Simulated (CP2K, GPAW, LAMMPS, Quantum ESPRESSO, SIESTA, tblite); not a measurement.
## GPAW runs on amorphous SiO1.7 (154 atoms)

How do the settings of GPAW change the result for amorphous SiO1.7 (154 atoms)? A plane-wave run serves as the yardstick.

Main program and level: GPAW 26.7.0; the method is named at each step.

### Step 1. Starting point

The cell holds 154 atoms: 57 Si and 97 O. Its edges and angles: a = 13.312 Å, b = 13.312 Å, c = 13.312 Å, α = 90.0°, β = 90.0°, γ = 90.0°. 154 atoms (57 Si, 97 O) placed at random at 2.22 g/cm³, melted at 5000 K for 10 ps at fixed volume with the Tersoff Si-O potential (Munetoh et al., Comput. Mater. Sci. 39, 334 (2007)). Quenched from 5000 K to 100 K at 300 K/ps and fixed volume, held 5 ps.

The yardstick, on the same geometry:

```
method                 : Kohn-Sham DFT, PBE, SSSP efficiency 1.3.0 pseudopotentials, plane waves (Quantum ESPRESSO 7.5); sssp-pbe-1.3.0-efficiency, cutoffs 60/480 Ry, Γ point
r.m.s. force component : 1.419 eV/Å
longest force          : 7.09 eV/Å
pressure               : 1.846 GPa
time                   : 43 min on 2 MPI ranks of Arm Neoverse V2, shared host
CPU time               : 87 min
```

### Step 2. PBE, LCAO dzp, h 0.18 Å

Method: Kohn-Sham DFT, PBE, PAW, atomic orbitals (dzp).

Input file run.py:

```python
import numpy as np
from ase.io import read
from gpaw import GPAW, FermiDirac
from ase.parallel import parprint as print

atoms = read("structure.xyz")
atoms.calc = GPAW(
    mode="lcao",
    basis="dzp",
    h=0.18,
    xc="PBE",
    kpts={"size": (1, 1, 1), "gamma": True},
    occupations=FermiDirac(0.05),
    maxiter=200,
    symmetry={"point_group": False},
    txt="gpaw.txt",
)
energy = atoms.get_potential_energy(force_consistent=True)
forces = atoms.get_forces()
print(f"energy {energy:.6f} eV")
print("forces (eV/A)")
for i, (a, f) in enumerate(zip(atoms, forces)):
    print(f"{i:4d} {a.symbol:2s} {f[0]:10.5f} {f[1]:10.5f} {f[2]:10.5f}")
print(f"Fermi level {atoms.calc.get_fermi_level():.4f} eV")
for k in range(len(atoms.calc.get_ibz_k_points())):
    for s in range(atoms.calc.get_number_of_spins()):
        e = atoms.calc.get_eigenvalues(kpt=k, spin=s)
        n = np.searchsorted(e, atoms.calc.get_fermi_level())
        print(f"k {k} spin {s} levels about the Fermi level:", np.round(e[max(n - 6, 0):n], 4).tolist(), "|", np.round(e[n:n + 6], 4).tolist())
```

Input file structure.xyz:

```xyz
154
Lattice="13.31250 0.00000 0.00000 0.00000 13.31250 0.00000 0.00000 0.00000 13.31250" Properties=species:S:1:pos:R:3 pbc="T T T"
Si 12.99779 5.69282 3.19380
Si 2.21946 10.49744 7.06787
Si 0.28675 2.99611 4.85534
Si 3.16731 4.60612 0.92296
Si 1.46997 12.51442 10.20057
Si 1.08457 2.63042 7.55005
Si 0.74643 5.77044 7.96580
Si 2.90625 8.94853 3.12112
Si 9.37999 9.27615 12.61160
Si 0.03887 7.68251 5.41872
Si 9.58127 8.80688 7.34238
Si 0.86891 11.15548 4.05366
Si 7.38191 3.20299 9.23954
Si 11.89046 3.11779 12.13661
Si 3.68849 0.84481 7.24839
Si 7.41520 1.60163 2.88815
Si 1.54718 0.80993 2.94379
Si 3.76744 4.83989 11.09650
Si 1.26309 2.29414 0.22831
Si 3.25358 11.66694 9.01043
Si 6.50515 11.21432 2.92595
Si 12.47062 10.11710 7.10688
Si 12.03330 0.37342 9.62214
Si 8.26360 0.21060 9.82769
Si 0.04273 8.58523 2.49237
Si 5.49633 4.74830 7.33079
Si 7.00624 6.64919 1.13636
Si 6.82878 5.27321 11.51545
Si 4.88050 10.98494 11.67320
Si 10.22347 0.55007 12.23472
Si 10.92770 8.58031 10.17967
Si 6.23850 6.30320 3.34370
Si 3.20272 4.25361 5.29611
Si 2.30959 6.82798 10.62524
Si 4.98300 9.16805 0.91603
Si 11.67626 1.53773 6.74797
Si 9.67260 3.90003 7.04910
Si 4.30060 8.61731 5.87387
Si 7.08744 7.25158 6.09846
Si 11.45794 4.96223 9.57621
Si 7.04484 10.85741 10.88350
Si 3.33585 0.26971 12.21502
Si 9.31795 12.57472 1.85936
Si 7.17171 10.46309 7.76718
Si 9.85431 11.65722 7.78555
Si 9.75194 6.48013 11.81950
Si 1.99022 2.18059 10.46575
Si 5.00643 11.82296 5.77816
Si 10.04828 5.77896 1.62705
Si 8.52586 4.27345 4.04114
Si 2.92649 6.51048 3.19433
Si 2.38201 7.54379 0.56152
Si 10.27366 9.46732 1.59377
Si 8.04208 8.64208 3.57986
Si 11.45967 12.69613 4.35851
Si 4.36211 2.46787 2.94579
[... 94 atom lines left out ...]
O 7.38378 10.10632 3.73509
O 0.70876 10.00248 7.95275
O 5.34310 5.29478 10.82146
O 1.89889 6.22985 9.09936
```

Command:

```
> OMP_NUM_THREADS=1 mpirun -np 4 gpaw python run.py > output.txt
```

Log:

```text
energy -1012.446571 eV
forces (eV/A)
   0 Si    2.17704   -0.60580   -1.19836
   1 Si    2.88493    1.91957   -0.44887
   2 Si    1.41704    1.60776   -3.00884
   3 Si    0.06596   -3.67155   -1.55814
   4 Si    2.51998   -4.93022    0.44717
   5 Si    2.53724    1.23882    1.48949
   6 Si    1.48315   -0.02555    1.76001
   7 Si    0.57472   -1.14386    1.60792
   8 Si    0.00120    2.44933    2.56376
   9 Si   -0.28419   -1.72098    2.45016
  10 Si    1.91087   -2.45637    0.70300
  11 Si    0.93260    1.84065    2.28919
  12 Si    0.28888    0.39167   -0.16314
  13 Si    0.71072    1.27410    1.81740
  14 Si    2.89992    2.16400    0.53815
  15 Si    2.02640   -1.61306   -0.44462
  16 Si    0.39987    0.70070   -1.53169
  17 Si   -1.30555    1.10245    0.08425
  18 Si    0.63361   -1.68090   -0.30054
  19 Si   -3.23366   -0.41708   -0.05534
  20 Si    1.29068    0.69968   -0.81810
  21 Si   -1.87377   -0.51690   -0.55027
  22 Si   -1.47781   -0.43545    2.08773
  23 Si    0.19276    0.70299    1.42927
[...]
146 O     1.34751   -0.24819   -0.61239
 147 O    -2.71780   -1.47616   -0.03683
 148 O    -0.82271    6.27758    0.01062
 149 O    -0.58672    0.35115    0.84030
 150 O    -0.01089   -0.70404    1.02593
 151 O    -0.60762   -0.65021    0.40216
 152 O     0.19639    0.72337   -0.60256
 153 O    -0.52425   -1.93316   -1.43469
Fermi level 4.8791 eV
k 0 spin 0 levels about the Fermi level: [4.4378, 4.6192, 4.6353, 4.6853, 4.813, 4.8439] | [4.918, 4.9553, 5.0103, 5.1067, 5.1834, 5.2172]
```

gpaw.txt:

```text
Input parameters:
  mode=LCAO(),
  basis={'default': 'dzp'},
  h=0.18,
  kpts=MonkhorstPack(size=(1, 1, 1), gamma=True),
  maxiter=200,
  occupations=Occupations(name='fermi-dirac', width=0.05, fixmagmom=False),
  symmetry=Symmetry(point_group=False),
  xc=XC(name='PBE')
Unit cell  # Å
| periodic |         x |         y |         z |   lengths |    angles |
|----------|-----------|-----------|-----------|-----------|-----------|
|      yes | 13.312500 |  0.000000 |  0.000000 | 13.312500 | 90.000000 |
|      yes |  0.000000 | 13.312500 |  0.000000 | 13.312500 | 90.000000 |
|      yes |  0.000000 |  0.000000 | 13.312500 | 13.312500 | 90.000000 |
Number of symmetries: 1
Symmetry operations  # r_c * U_cc + t_c -> r_c
|   | kind |            matrix            |
|---|------|------------------------------|
| 0 |  E   |  1, 0, 0,  0, 1, 0,  0, 0, 1 |
BZ-sampling:
  Number of BZ points: 1
  Number of IBZ points: 1
  Monkhorst-Pack size: [1, 1, 1]
  Monkhorst-Pack shift: [0, 0, 0]
[... lines left out ...]
      Number of RI-basis functions 0
Reference energy: -647484.295473  # eV
eigensolver:
density mixing:
  MSR1-Mixer
occupation numbers:
  Fermi-Dirac:
    width: 0.0500  # eV
FastPoissonSolver using
    Stencil: 6*3+1=19 point O(h^6) finite-difference Laplacian
xc functional:
  name: PBE with 2 nearest neighbor stencil
interpolation: tri-quintic # 5. degree polynomial
Initialization done in: 4.136 s
convergence criteria:
- Maximum [total energy] change in last 3 cyles: 0.0005 eV / valence electron
- Maximum integral of absolute [dens]ity change: 0.0001 electrons / valence electron
- Maximum integral of absolute [eigenst]ate change: 4e-08 eV^2 / valence electron
maximum number of iterations: 200
SCF iterations
|iter     |      energy | eigst |  dens |
|---------|-------------|-------|-------|
|iter:   1|-1110.791066 |      c|       |
|iter:   2|-1084.592588 |      c| -0.78 |
|iter:   3|-1042.176368 |      c| -0.83 |
|iter:   4|-1041.881126 |      c| -1.23 |
[...]
|iter:  10|-1012.585094 |      c| -1.99 |
|iter:  11|-1012.437664 |      c| -2.22 |
|iter:  12|-1012.365295c|      c| -2.41 |
|iter:  13|-1012.376673c|      c| -2.52 |
|iter:  14|-1012.324365c|      c| -2.57 |
[...]
|iter:  20|-1012.308496c|      c| -3.66 |
|iter:  21|-1012.308883c|      c| -3.88 |
|iter:  22|-1012.308623c|      c| -4.01c|
Converged in 22 steps
SCF loop duration: 210.313 s (9.560 s/step)
Energy contributions relative to reference atoms: (reference = -647484.295473)
Energy contributions:
  Kinetic:        1088.554483
  Coulomb:        -916.660757
  Zero:             17.189494
  External:          0.000000
  Xc:            -1201.253895
  Entropy:          -0.275896
  Spinorbit:         0.000000
  ----------------------------
  Free energy:   -1012.446571
  Extrapolated:  -1012.308623
dipole moment: (-8.044404, -63.508209, 19.095695)  # |e|*Ang
Fermi level: 4.879
Eigenvalues  # (at kpt = [0.000, 0.000, 0.000])
| band index |      eig [eV] | occ [0-2] |
|------------|---------------|-----------|
|          0 |       -20.885 |     2.000 |
|        ... |               |           |
|        397 |         4.238 |     2.000 |
|        398 |         4.387 |     2.000 |
[...]
|        412 |         5.328 |     0.000 |
|        ... |               |           |
|        489 |         9.470 |     0.000 |
Gap: 0.074 eV
Transition (v -> c):
  (s=0, k=0, n=404, [0.00, 0.00, 0.00]) -> (s=0, k=0, n=405, [0.00, 0.00, 0.00])
No difference between direct/indirect transitions
Force computation time: 11.951  # s
```

Elapsed: 3.8 min, on 4 MPI ranks of Arm Neoverse V2, shared host; peak memory 4.1 GiB; 15 min of CPU time.

Banners, paths, timers and routine set-up lines are dropped from the logs unmarked, and long logs keep their key lines alone; longer cuts are marked.

Numbers from this run, and their distance from the reference:

| Quantity | Value |
| --- | --- |
| r.m.s. force component | 1.485 eV/Å |
| r.m.s. difference of force components | 297.4 meV/Å |
| longest difference of force vectors | 987.2 meV/Å |
| force difference over r.m.s. force | 20.95 % |
| slope of forces against the reference's | 1.025 |
| correlation of force components | 0.98 |

Length of the force difference by element (eV/Å):

```
element  atoms  mean  most
      O     97  0.50  0.86
     Si     57  0.41  0.99
```

A closer look about Si54, which has 3 bonded neighbours where the commonest count for Si is 4: 10 atoms, nearest first, numbered in the order of the input, with positions taken from that point.

```
atom      x      y      z  distance (Å)  bonds     Fx     Fy  Fz (eV/Å)
Si54   0.00   0.00   0.00          0.00      3   1.86   1.81      -0.09
O151  -0.66   1.46   0.16          1.61      2  -0.01  -0.70       1.03
O141   1.31  -0.06  -0.94          1.62      2   1.87  -0.41      -0.01
O112  -0.92  -1.25   0.76          1.72      3  -1.42  -1.20       2.00
O119   0.62  -1.93  -2.13          2.94      2  -1.21  -0.13       0.06
Si32  -1.80  -2.34  -0.24          2.96      4  -1.06  -1.46      -3.27
Si39  -0.95  -1.39   2.52          3.03      4  -0.72   0.45       1.03
Si21  -1.54   2.57  -0.65          3.07      4   1.29   0.70      -0.82
Si53   2.23   0.83  -1.99          3.10      4  -0.05   2.15      -1.55
O113   0.58  -0.93   2.96          3.16      2   0.59  -0.17       0.21
```

Atoms are counted from 1 here, from 0 in the log.

Forces lie 21 % from the reference's, at 0.18 times its CPU time (on 4 against 2 cores).

The forces add up to 0.51 eV/Å instead of zero, usually a sign of too coarse a grid.

### Step 3. PBE, LCAO dzp, h 0.25 Å

Method: Kohn-Sham DFT, PBE, PAW, atomic orbitals (dzp).

Changes to run.py since step 2:

```diff
@@ -9,3 +9,3 @@
     basis="dzp",
-    h=0.18,
+    h=0.25,
     xc="PBE",
```

structure.xyz is that of step 2.

Command:

```
> OMP_NUM_THREADS=1 mpirun -np 2 gpaw python run.py > output.txt
```

Log:

```text
energy -951.371883 eV
forces (eV/A)
   0 Si    2.14792   -0.64491   -1.20591
   1 Si    2.89076    1.90537   -0.44399
   2 Si    1.43962    1.60831   -3.01954
   3 Si    0.06046   -3.65286   -1.57193
   4 Si    2.52893   -4.94516    0.44604
   5 Si    2.53304    1.25116    1.51573
[...]
151 O     0.60517   -1.26460   -0.01346
 152 O     0.95992    2.03051   -2.02801
 153 O    -1.21232   -3.25108   -1.06610
Fermi level 4.8891 eV
k 0 spin 0 levels about the Fermi level: [4.4457, 4.6273, 4.6442, 4.6945, 4.8241, 4.8536] | [4.9277, 4.9655, 5.0196, 5.1188, 5.1952, 5.2276]
```

gpaw.txt:

```text
Input parameters:
  mode=LCAO(),
  basis={'default': 'dzp'},
  h=0.25,
  kpts=MonkhorstPack(size=(1, 1, 1), gamma=True),
  maxiter=200,
  occupations=Occupations(name='fermi-dirac', width=0.05, fixmagmom=False),
[... lines left out ...]
  Fermi-Dirac:
[... lines left out ...]
convergence criteria:
- Maximum [total energy] change in last 3 cyles: 0.0005 eV / valence electron
[... lines left out ...]
Converged in 23 steps
[... lines left out ...]
  Free energy:    -951.371883
[... lines left out ...]
Fermi level: 4.889
[... lines left out ...]
|        ... |               |           |
|        397 |         4.246 |     2.000 |
|        398 |         4.395 |     2.000 |
[...]
|        412 |         5.339 |     0.000 |
|        ... |               |           |
|        489 |         9.479 |     0.000 |
Gap: 0.074 eV
Transition (v -> c):
  (s=0, k=0, n=404, [0.00, 0.00, 0.00]) -> (s=0, k=0, n=405, [0.00, 0.00, 0.00])
No difference between direct/indirect transitions
Force computation time: 13.477  # s
```

Run time: 4.1 min. Hardware: 2 MPI ranks; peak memory 1.8 GiB; 8.2 min of CPU time.

Compared with the plane-wave run:

* r.m.s. force component: 1.641 eV/Å
* r.m.s. difference of force components: 778.2 meV/Å
* longest difference of force vectors: 2704 meV/Å
* force difference over r.m.s. force: 54.83 %
* slope of forces against the reference's: 1.018
* correlation of force components: 0.8815
* energy less the same-level run's: 396.6 meV/atom
* r.m.s. force difference from the same-level run: 725.7 meV/Å

This is a coarse setting, run to see what it loses.

Against the first run (21 %), the force difference from the reference is 55 %, at 0.54 times the CPU time (on 2 against 4 cores): the grid matters here.

The difference per atom is largest on O (1.6 eV/Å on average, against 0.42 on Si). The forces add up to 22 eV/Å instead of zero, usually a sign of too coarse a grid.

### Step 4. PBE, LCAO sz(dzp), h 0.18 Å

Method: Kohn-Sham DFT, PBE, PAW, atomic orbitals (sz(dzp)).

Changes to run.py since step 3:

```diff
@@ -3,3 +3,2 @@
 from gpaw import GPAW, FermiDirac
-from ase.parallel import parprint as print
 
@@ -8,4 +7,4 @@
     mode="lcao",
-    basis="dzp",
-    h=0.25,
+    basis="sz(dzp)",
+    h=0.18,
     xc="PBE",
```

structure.xyz is that of step 3.

Command:

```
> OMP_NUM_THREADS=1 python run.py > output.txt
```

Log:

```text
energy -745.257185 eV
forces (eV/A)
   0 Si    1.73297   -1.12776   -1.73311
   1 Si    1.93740    2.65199   -0.03497
   2 Si    0.08740    1.66045   -2.74625
   3 Si    0.39804   -2.91020   -1.28485
   4 Si    1.99533   -5.17701    0.77155
   5 Si    2.20254    0.96217    1.23966
   6 Si    2.13757    0.04895    1.49128
   7 Si    0.46505    0.62789    1.45119
   8 Si   -0.15630    2.39674    2.88052
   9 Si   -0.65225   -1.96075    2.12745
  10 Si    1.49981   -3.43769    0.08410
  11 Si    1.81027    1.12078    2.17434
  12 Si    0.56144   -0.24475    0.51061
  13 Si    0.30875    3.05736    2.53045
  14 Si    3.91215    3.85531    0.78450
  15 Si    1.76114   -2.36768    0.04149
  16 Si    0.44926   -0.49438   -1.19608
  17 Si   -1.34565    1.55165   -0.90438
  18 Si   -0.42297   -1.52345    0.16665
  19 Si   -2.23654   -1.75846   -0.35112
  20 Si    0.29369    2.12872   -1.28181
  21 Si   -0.83687    0.77439   -0.23442
  22 Si   -1.83270   -0.60423    1.67834
  23 Si   -0.40089    1.20829    0.91705
[...]
146 O     1.14672   -0.18082   -0.62465
 147 O    -2.14502   -1.75177   -0.40682
 148 O    -0.38747    6.70143   -0.77965
 149 O    -0.43814    0.70199    0.73633
 150 O    -0.15817   -0.36033    1.40561
 151 O    -0.29414   -0.60446   -0.00784
 152 O     0.25014    0.82914   -1.10984
 153 O    -0.01747   -2.04809   -1.66113
Fermi level 5.7758 eV
k 0 spin 0 levels about the Fermi level: [5.3714, 5.495, 5.5538, 5.6197, 5.6997, 5.7674] | [5.793, 5.8624, 5.9208, 5.9271, 5.9848, 6.0244]
```

gpaw.txt:

```text
Input parameters:
  mode=LCAO(),
  basis={'default': 'sz(dzp)'},
  h=0.18,
  kpts=MonkhorstPack(size=(1, 1, 1), gamma=True),
  maxiter=200,
  occupations=Occupations(name='fermi-dirac', width=0.05, fixmagmom=False),
  symmetry=Symmetry(point_group=False),
  xc=XC(name='PBE')
Unit cell  # Å
| periodic |         x |         y |         z |   lengths |    angles |
[... lines left out ...]
  Fermi-Dirac:
[... lines left out ...]
convergence criteria:
- Maximum [total energy] change in last 3 cyles: 0.0005 eV / valence electron
[... lines left out ...]
Converged in 25 steps
[... lines left out ...]
  Free energy:    -745.257185
  Extrapolated:   -745.102400
dipole moment: (-10.782575, -63.906227, 18.227521)  # |e|*Ang
Fermi level: 5.776
Eigenvalues  # (at kpt = [0.000, 0.000, 0.000])
| band index |      eig [eV] | occ [0-2] |
|------------|---------------|-----------|
|          0 |       -20.115 |     2.000 |
|        ... |               |           |
|        397 |         5.154 |     2.000 |
|        398 |         5.274 |     2.000 |
[...]
|        412 |         6.083 |     0.004 |
|        ... |               |           |
|        489 |        11.339 |     0.000 |
Gap: 0.026 eV
Transition (v -> c):
  (s=0, k=0, n=404, [0.00, 0.00, 0.00]) -> (s=0, k=0, n=405, [0.00, 0.00, 0.00])
No difference between direct/indirect transitions
Force computation time: 7.489  # s
timing:  # [seconds]
  Total:  145.219  # ━━━━━━━━━━━━━━━━━━━━━━━━━━━━━━━━━━━━━━━━━━━━━━━━━━━━━━━━
  Init:    11.989  # ━━━━╸
  SCF:    125.706  # ━━━━━━━━━━━━━━━━━━━━━━━━━━━━━━━━━━━━━━━━━━━━━━━━╸
  Forces:   7.489  # ━━━
```

Run time: 2.4 min. Hardware: 1 thread; peak memory 1.9 GiB.

Numbers from this run, and their distance from the reference:

| Quantity | Value |
| --- | --- |
| r.m.s. force component | 1.63 eV/Å |
| r.m.s. difference of force components | 714 meV/Å |
| longest difference of force vectors | 2471 meV/Å |
| force difference over r.m.s. force | 50.3 % |
| slope of forces against the reference's | 1.033 |
| correlation of force components | 0.8994 |

This is a coarse setting, run to see what it loses.

Against the first run (21 %), the force difference from the reference is 50 %, at 0.16 times the CPU time (on 1 against 4 cores), with 616 basis functions against 2002: the smaller basis costs accuracy.

[end of part 1 of 2]

[Also dropped from logs without a mark: logging warnings of Python, and SIESTA's first energy breakdown and zero terms.]

[Logs are printed without paths, hosts, clocks, repeated set-up lines and the standing remarks that a program may print on its own settings, such as how far it seeks lower states.]

[Hosts, paths, dates, database ids (printed as entryN), source tags and the programs' standing remarks are cut or masked in the printed files.]
